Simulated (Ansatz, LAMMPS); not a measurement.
# Amorphous 94SiO2-6TiO2 (mol %) (96 atoms), relaxed: mesh and functional compared

What does this cell relax to, and how do the Kohn-Sham gap, forces and pressure change with k-mesh and functional?

Calculated with Ansatz 0.2.0: Kohn-Sham DFT, PBE, PAW (set soft_2), plane waves; cutoff 420 eV, Γ point, fermi-dirac smearing of 0.025 eV.

**The cell**

Density at the start: 2.27 g/cm³. The cell holds 96 atoms: 30 Si, 2 Ti and 64 O. Cell: a = 11.280 Å, b = 11.280 Å, c = 11.280 Å, α = 90.0°, β = 90.0°, γ = 90.0°. 96 atoms (30 Si, 2 Ti, 64 O) placed at random at 2.27 g/cm³, melted at 5000 K for 10 ps at fixed volume with the Morse and Coulomb pair potential with partial charges (Pedone, Malavasi, Menziani, Cormack and Segre, J. Phys. Chem. B 110, 11780 (2006)). Quenched from 5000 K to 300 K at 50 K/ps and fixed volume, held 5 ps, then minimised at fixed cell.

Cell and atoms were relaxed with PBE. The walk converged after 14 steps, with a largest force component of 0.0227 eV/Å; it began at an r.m.s. force component of 0.72 eV/Å. The edges went from 11.280, 11.280, 11.280 to 10.972, 10.860, 11.235 Å, and the volume from 14.950 to 13.924 Å³ an atom (-6.9 %).

The input of the reference single point:

```yaml
crystal:
  lattice:
    - [10.96781, -0.24258, -0.17988]
    - [-0.24258, 10.85723, -0.04415]
    - [-0.17988, -0.04415, 11.23393]
  atoms:
    - { symbol: Si, position: [0.99362, 0.32646, 0.28297] }
    - { symbol: Si, position: [0.88414, 0.54165, 0.40921] }
    - { symbol: Si, position: [0.0277, 0.8658, 0.57677] }
    - { symbol: Si, position: [0.51326, 0.72662, 0.57381] }
    [... 90 atom lines left out ...]
    - { symbol: O, position: [0.8728, 0.34539, 0.71062] }
    - { symbol: O, position: [0.03686, 0.83988, 0.20276] }
kpoints:
  mp_grid: { grid: [1, 1, 1] }
hamiltonian:
  xc: pbe
scf:
  occupations: { method: fermi_dirac, width: 0.025 }
output:
  forces: true
  stress: true
  populations: true
  dos:
    method: { smearing: { sigma: 0.08 } }
    de: 0.05
    projected: { site_lists: { O: [O], Si: [Si], Ti: [Ti] } }
  eigenvalues: true
  write_density: true
  write_potential: true
  volumetric_format: npy
```

**Bonds after relaxation**

Bonds by pair of elements; cutoffs follow the first minimum of g(r), held within bounds set by covalent radii, and pairs that aren't listed don't count as bonded:

| pair A-B | cutoff (Å) | bonds | mean length (Å) | spread (Å) | shortest (Å) | B about A | A about B |
| --- | --- | --- | --- | --- | --- | --- | --- |
| O-Si | 2.08 | 119 | 1.63 | 0.017 | 1.52 | 1.86 | 3.97 |
| O-Ti | 2.64 | 9 | 1.91 | 0.201 | 1.78 | 0.141 | 4.5 |

How many atoms have how many bonded neighbours:

| element | mean | 1 | 2 | 3 | 4 | 5 |
| --- | --- | --- | --- | --- | --- | --- |
| O | 2 | 1 | 62 | 1 | 0 | 0 |
| Si | 3.97 | 0 | 0 | 1 | 29 | 0 |
| Ti | 4.5 | 0 | 0 | 0 | 1 | 1 |

**Levels of theory**

Single points at the relaxed geometry:

```
functional  k-mesh  Kohn-Sham gap (eV)  pressure (GPa)  r.m.s. force component (eV/Å)  SCF cycles     time
       PBE   1×1×1               3.006            0.02                          0.005          11     25 s
       PBE   2×2×2               3.002            0.02                          0.006          11  3.8 min
     HSE06   1×1×1               4.756           -4.99                          0.187          19  5.8 min
    r2SCAN   1×1×1               3.400           -4.83                          0.148          12     65 s
    PBEsol   1×1×1               3.002           -2.65                          0.060          11     24 s
```

The gap is that between the highest filled and lowest empty Kohn-Sham level on the run's k-points. Cutoffs: 420 eV for PBE, HSE06 and PBEsol; 500 eV for r2SCAN. Times come from shared hosts and are rough.

**Findings**

By these cutoffs 97 % of O atoms have 2, 97 % of Si atoms have 4 and 50 % of Ti atoms have 4 neighbours. The Kohn-Sham gap is 3.01 eV with PBE on the 1×1×1 mesh and 3.00 eV on 2×2×2. On the 1×1×1 mesh HSE06 changes the gap by +1.75 eV against PBE. Carrying that shift over to the 2×2×2 mesh gives 3.00 + 1.75 = 4.75 eV, an estimate that takes the shift to be alike at all k-points. On the reference's mesh the gap changes with r2SCAN by +0.39 eV and PBEsol by under 0.01 eV. Against the reference the pressure changes with HSE06 by -5.0 GPa, r2SCAN by -4.8 GPa and PBEsol by -2.7 GPa; a negative change means that the functional would take a smaller volume. The denser mesh moves the energy by -0.3 meV/atom and the pressure by +0.00 GPa.

Limits: All single points share the geometry relaxed with PBE. The volume changed by -6.9 % on relaxing; in so small a cell, on this mesh and at this cutoff, the relaxed density is rough. One sample; tail or defect levels can set the gap of a disordered cell. The quench rate of 50 K/ps is many orders above laboratory rates, so the cell is likely richer in defects and strain than a real sample. The network of bonds at the start is that of the classical potential that made the cell, and needn't be the one that DFT or experiment would give.

[Long decimals in the printed logs are rounded to 6 places.]

[Logs are printed without paths, hosts, clocks, repeated set-up lines and the standing remarks that a program may print on its own settings, such as how far it seeks lower states.]

[Hosts, paths, dates, database ids (printed as entryN), source tags and the programs' standing remarks are cut or masked in the printed files.]

[Runs of further levels or settings that didn't converge aren't in the tables.]
